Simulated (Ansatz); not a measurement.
# Pd(100) film, 1 layer, flat: channels in plane against thickness, part 2 of 2

How does quantum confinement change the conductance of Pd(100) film, 1 layer, flat and thicker films?

Ansatz 0.2.0; Ansatz plane-wave DFT, PBE, PAW files; ballistic transport by layer matching (Landauer), zero bias.

So far, lead conductance per cell (G₀): step 2 (with 1 layer) 1.41.

## 5. With 4 layers, thickness 7.78 A

The film grows to 4 layers.

System of this step: Pd(100) film, 4 layers, flat. The cell holds 4 atoms: 4 Pd. Cell: a = 16.835 Å, b = 2.751 Å, c = 2.751 Å, α = 90.0°, β = 90.0°, γ = 90.0°. It derives from Pd. Vacuum lies along a. The structure's axis is c.

Input file input.yaml:

```yaml
crystal:
  lattice:
    - [16.8347, 0.0, 0.0]
    - [0.0, 2.7505039575, 0.0]
    - [0.0, 0.0, 2.7505039575]
  atoms:
    - { symbol: Pd, position: [0.2673050307, 0.0, 0.0] }
    - { symbol: Pd, position: [0.3828342649, 0.5, 0.5] }
    - { symbol: Pd, position: [0.4983634992, 0.0, 0.0] }
    - { symbol: Pd, position: [0.6138927335, 0.5, 0.5] }
kpoints:
  mp_grid: { grid: [1, 15, 15] }
hamiltonian:
  xc: pbe
scf:
  occupations: { method: fermi_dirac, width: 0.1 }
output:
  transmission:
    leads: [[0, 0]]
    kmesh: [1, 44]
    e_range: [-0.27, 0.27]
    de: 0.036
```

Run with:

```console
ansatz run input.yaml --threads 4 --pin off --max-ram 8192MiB --backend cpu --events-out ev --progress --plain --runs-dir out
```

Numbers of over 12 decimals in the logs are rounded to 6 here.

Log:

```text
[...]
Crystal: 4 atoms, lattice volume = 127.359 Å³
Basis set: ecut = 420 eV, 2541 PW (Γ)
Bands: 44, of which v1, the nominal top of the filled ones, is band 36 counted from 1 (35 counted from 0)
Symmetry: 16 space group operations
[...]
k-points: 36 of 225
[...]
k-point 35: bands = [... 32 lower, 6.6547, 6.6970, 7.0173, 7.0478, 10.6249, 11.1024, 12.9023, 13.4391, ... 4 higher]
--- Transmission ---
  basis      : 409 plane waves across, 4 finite elements along
  points     : 23, standing for a mesh of 1 x 44
[...]
crystal 0  : Pd4, at the sites [0, 0], period 2.7505 Å: whole cells are its period
[...]
filled         : 15.9 meV over the level at which it is neutral
    channels       : 3.840909e0 a spin
[...]
[key lines of the parts left out:]
SCF converged after 9 iterations
Free energy (F): -27890.076485 eV
Fermi energy:    6.466688 eV
```

Run time: 5.1 min. Hardware: 4 threads of AMD EPYC 9R45, shared host; peak memory 1.7 GiB; 19 min of CPU time.

Numbers from this step:

| Quantity | Value |
| --- | --- |
| free energy | -27890.0765 eV |
| energy at zero smearing | -27889.9484 eV |
| Fermi energy | 6.467 eV |
| cell area | 46.30 Å² |
| estimated errors of the lead's conductance | 0.1, 2.3, 0.4 % (band edges, k-mesh, distance from neutral) |
| lead conductance per cell | 3.817 G₀ |

Per spin. Open channels, zone mean, lead against energy, zero at the Fermi level:

```
energy (eV)  open channels, zone mean, lead
     -0.270                            3.75
     -0.234                            4.25
     -0.198                            4.16
     -0.162                            3.70
     -0.126                            3.91
     -0.090                            3.91
     -0.054                            3.77
     -0.018                               4
      0.018                            3.84
      0.054                            3.66
      0.090                            3.02
      0.126                            2.93
      0.162                            2.70
      0.198                            2.70
      0.234                            2.52
      0.270                            2.48
```

The lead conductance per cell is 3.82 G₀, 56 % over the 2.45 G₀ of the last finished run.

## 6. With 5 layers, thickness 9.725 A

The film grows to 5 layers.

System of this step: Pd(100) film, 5 layers, flat. The cell holds 5 atoms: 5 Pd. Its edges and angles: a = 18.780 Å, b = 2.751 Å, c = 2.751 Å, α = 90.0°, β = 90.0°, γ = 90.0°. It derives from Pd. Vacuum lies along a. The structure's axis is c.

input.yaml, the sections that differ from step 5:

```yaml
crystal:
  lattice:
    - [18.7796, 0.0, 0.0]
    - [0.0, 2.7505039575, 0.0]
    - [0.0, 0.0, 2.7505039575]
  atoms:
    - { symbol: Pd, position: [0.2396217172, 0.0, 0.0] }
    - { symbol: Pd, position: [0.3431862233, 0.5, 0.5] }
    - { symbol: Pd, position: [0.4467507295, 0.0, 0.0] }
    - { symbol: Pd, position: [0.5503152357, 0.5, 0.5] }
    - { symbol: Pd, position: [0.6538797418, 0.0, 0.0] }
# kpoints, hamiltonian, scf, output: as in step 5
```

Log:

```text
[...]
Crystal: 5 atoms, lattice volume = 142.073 Å³
Basis set: ecut = 420 eV, 2827 PW (Γ)
Bands: 54, of which v1, the nominal top of the filled ones, is band 45 counted from 1 (44 counted from 0)
Symmetry: 16 space group operations
[...]
k-points: 36 of 225
[...]
k-point 35: bands = [... 41 lower, 8.0890, 8.1110, 8.4217, 8.4444, 11.7634, 12.2402, 13.5934, 14.0918, ... 5 higher]
--- Transmission ---
  basis      : 455 plane waves across, 4 finite elements along
  points     : 23, standing for a mesh of 1 x 44
[...]
crystal 0  : Pd5, at the sites [0, 0], period 2.7505 Å: whole cells are its period
[...]
filled         : 24.9 meV over the level at which it is neutral
    channels       : 3.931818e0 a spin
[...]
[key lines of the parts left out:]
SCF converged after 9 iterations
Free energy (F): -34862.943156 eV
Fermi energy:    7.863237 eV
```

It took 8.9 min on 4 threads; peak memory 2.1 GiB; 33 min of CPU time.

Numbers from this step:

```yaml
free_energy: -34862.9432 eV
energy_at_zero_smearing: -34862.7852 eV
fermi_energy: 7.863 eV
cell_area: 51.65 Å²
estimated_errors_of_the_lead_s_conductance: 0, 2.6, 5.5 % (band edges, k-mesh, distance from neutral)
lead_conductance_per_cell: 4.355 G₀
```

Per spin. Open channels, zone mean, lead against energy, zero at the Fermi level:

```
energy (eV)  open channels, zone mean, lead
     -0.270                            6.09
     -0.234                            6.09
     -0.198                            5.73
     -0.162                            5.18
     -0.126                            5.48
     -0.090                             5.5
     -0.054                            4.86
     -0.018                            4.64
      0.018                            3.93
      0.054                            4.11
      0.090                            3.89
      0.126                            3.80
      0.162                            3.43
      0.198                            3.20
      0.234                            3.07
      0.270                               3
```

The lead conductance per cell is 4.35 G₀, 14 % over the 3.82 G₀ of the last finished run.

## 7. All levels side by side

Times are for 4 threads of AMD EPYC 9R45, shared host. The runs compared:

```
no.  layers  lead conductance per cell (G₀)     time  memory (GiB)
  1       1                           1.413     45 s          0.77
  2       2                           2.014     89 s           1.0
  3       3                           2.447  3.1 min           1.3
  4       4                           3.817  5.1 min           1.7
  5       5                           4.355  8.9 min           2.1
```

The runs together. Table of open channels, zone mean by energy, zero at the Fermi level:

```
energy (eV)      1     2     3     4     5
     -0.270   2.27  2.48  3.57  3.75  6.09
     -0.234   2.45  2.39  3.61  4.25  6.09
     -0.198   2.73  2.30  3.55  4.16  5.73
     -0.162   2.43  2.39  3.68  3.70  5.18
     -0.126   2.20  2.20  3.55  3.91  5.48
     -0.090   1.98  2.07  3.68  3.91   5.5
     -0.054   1.80  1.89  2.64  3.77  4.86
     -0.018   1.48  1.89  2.23     4  4.64
      0.018   1.25  2.16  2.25  3.84  3.93
      0.054   1.25  2.11  2.66  3.66  4.11
      0.090   1.16  1.55  2.75  3.02  3.89
      0.126   1.16  1.59  2.25  2.93  3.80
      0.162   1.07  1.59  2.20  2.70  3.43
      0.198      1   1.5  2.07  2.70  3.20
      0.234  0.955   1.5  2.07  2.52  3.07
      0.270  0.955  1.55  1.98  2.48     3
```

## 8. Outcome

| Property | Result |
| --- | --- |
| conductance per cell, 1 layer | 1.41 G₀ |
| conductance per cell, 2 layers | 2.01 G₀ |
| conductance per cell, 3 layers | 2.45 G₀ |
| conductance per cell, 4 layers | 3.82 G₀ |
| conductance per cell, 5 layers | 4.35 G₀ |

The conductance per cell width goes from 1.41 G0 at 1 to 4.35 G0 at 5 layers. Over the film's own cross-section (layers × spacing × width) the conductance runs from 2.0 to 1.3×10¹⁵ S/m²; that nominal section leaves out the charge that spills into the vacuum, which flatters the thinnest films. The gains from one thickness to the next are 0.60, 0.43, 1.4 and 0.54 G0 per added layer; they differ by more than the error estimates allow, as expected where subbands cross the Fermi level in steps. The film repeats perfectly along the current, so nothing scatters; its faces are clean and not relaxed. Very thin films of this metal can turn magnetic, which an unpolarised run can't show. The program's error estimates for the conductances, leads' steps apart, run from 2.3 to 28 %.

[Logs are printed without paths, hosts, clocks, repeated set-up lines and the standing remarks that a program may print on its own settings, such as how far it seeks lower states.]

[Hosts, paths, dates, database ids (printed as entryN), source tags and the programs' standing remarks are cut or masked in the printed files.]
